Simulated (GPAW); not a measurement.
The Al K edge of atom 2 in NbAl3 (I4/mmm), with 4 Al at 2.71 Å, 2 Al at 2.88 Å, 2 Nb at 2.88 Å, 2 Al at 2.88 Å and 2 Nb at 2.88 Å (distorted cuboctahedral, site symmetry -4m2), was computed in 2 ways: excited-electron core hole (neutral cell) and no core hole. Program and functional: GPAW, LDA, Gaussian full width 0.9 eV up to 4 eV, rising linearly to 3.5 eV at 25 eV; cells of 4 and 16 atoms (the run without a hole in the smaller).

Each run is counted from its own lowest empty level or Fermi level and scaled to a mean of 1 over its first 20 eV.

| E (eV) | run 1 | run 2 |
| --- | --- | --- |
| -2.00 | 0.00 | 0.00 |
| -1.25 | 0.00 | 0.00 |
| -0.50 | 0.00 | 0.05 |
| 0.25 | 0.12 | 0.55 |
| 1.00 | 0.45 | 0.68 |
| 1.75 | 0.45 | 0.46 |
| 2.50 | 0.35 | 0.61 |
| 3.25 | 0.43 | 1.14 |
| 4.00 | 0.82 | 1.71 |
| 4.75 | 0.95 | 1.50 |
| 5.50 | 0.97 | 1.61 |
| 6.25 | 1.13 | 1.35 |
| 7.00 | 1.33 | 1.19 |
| 7.75 | 1.31 | 1.34 |
| 8.50 | 1.19 | 1.29 |
| 9.25 | 1.27 | 1.00 |
| 10.00 | 1.29 | 0.90 |
| 10.75 | 1.24 | 0.97 |
| 11.50 | 1.14 | 0.95 |
| 12.25 | 1.12 | 0.91 |
| 13.00 | 1.16 | 0.91 |
| 13.75 | 1.17 | 0.98 |
| 14.50 | 1.23 | 1.02 |
| 15.25 | 1.24 | 0.93 |
| 16.00 | 1.16 | 0.81 |
| 16.75 | 1.09 | 0.78 |
| 17.50 | 1.06 | 0.79 |
| 18.25 | 1.05 | 0.81 |
| 19.00 | 1.03 | 0.81 |
| 19.75 | 1.02 | 0.79 |
| 20.50 | 1.02 | 0.73 |
| 21.25 | 1.02 | 0.66 |
| 22.00 | 0.96 | 0.61 |
| 22.75 | 0.88 | 0.58 |
| 23.50 | 0.78 | 0.56 |
| 24.25 | 0.71 | 0.55 |
| 25.00 | 0.67 | 0.55 |
| 25.75 | 0.64 | 0.56 |
| 26.50 | 0.63 | 0.59 |
| 27.25 | 0.64 | 0.65 |
| 28.00 | 0.69 | 0.73 |
| 28.75 | 0.76 | 0.80 |
| 29.50 | 0.84 | 0.83 |
| 30.25 | 0.89 | 0.83 |
| 31.00 | 0.89 | 0.83 |

Question: Which run is which?

Run 1: no core hole (area from −2 to 6 eV 3.5, main maxima 1.3 eV (0.51), 7.3 eV (1.35), 9.7 eV (1.30) and 15.0 eV (1.25)). Run 2: excited-electron core hole (neutral cell) (area from −2 to 6 eV 6.4, main maxima 0.7 eV (0.76), 4.0 eV (1.71), 5.5 eV (1.61), 8.0 eV (1.37) and 14.4 eV (1.03)). With each curve scaled to its own mean, the area from −2 to 6 eV with the hole is 6.4 against 3.5, and the centre of weight from −1 to 20 eV moves by -1.6 eV: the hole pulls the absorber's empty states down.

[Hosts, paths, dates, database ids (printed as entryN), source tags and the programs' standing remarks are cut or masked in the printed files.]

[Lists of maxima count a maximum above −3 eV only where it reaches 4 % of the highest in the window and stands out from its surroundings by 2 % of it (1.5 % where it reaches 55 %); shoulders and weaker maxima are passed over, and of the rest the first, up to two pre-edge ones and the few strongest are named.]
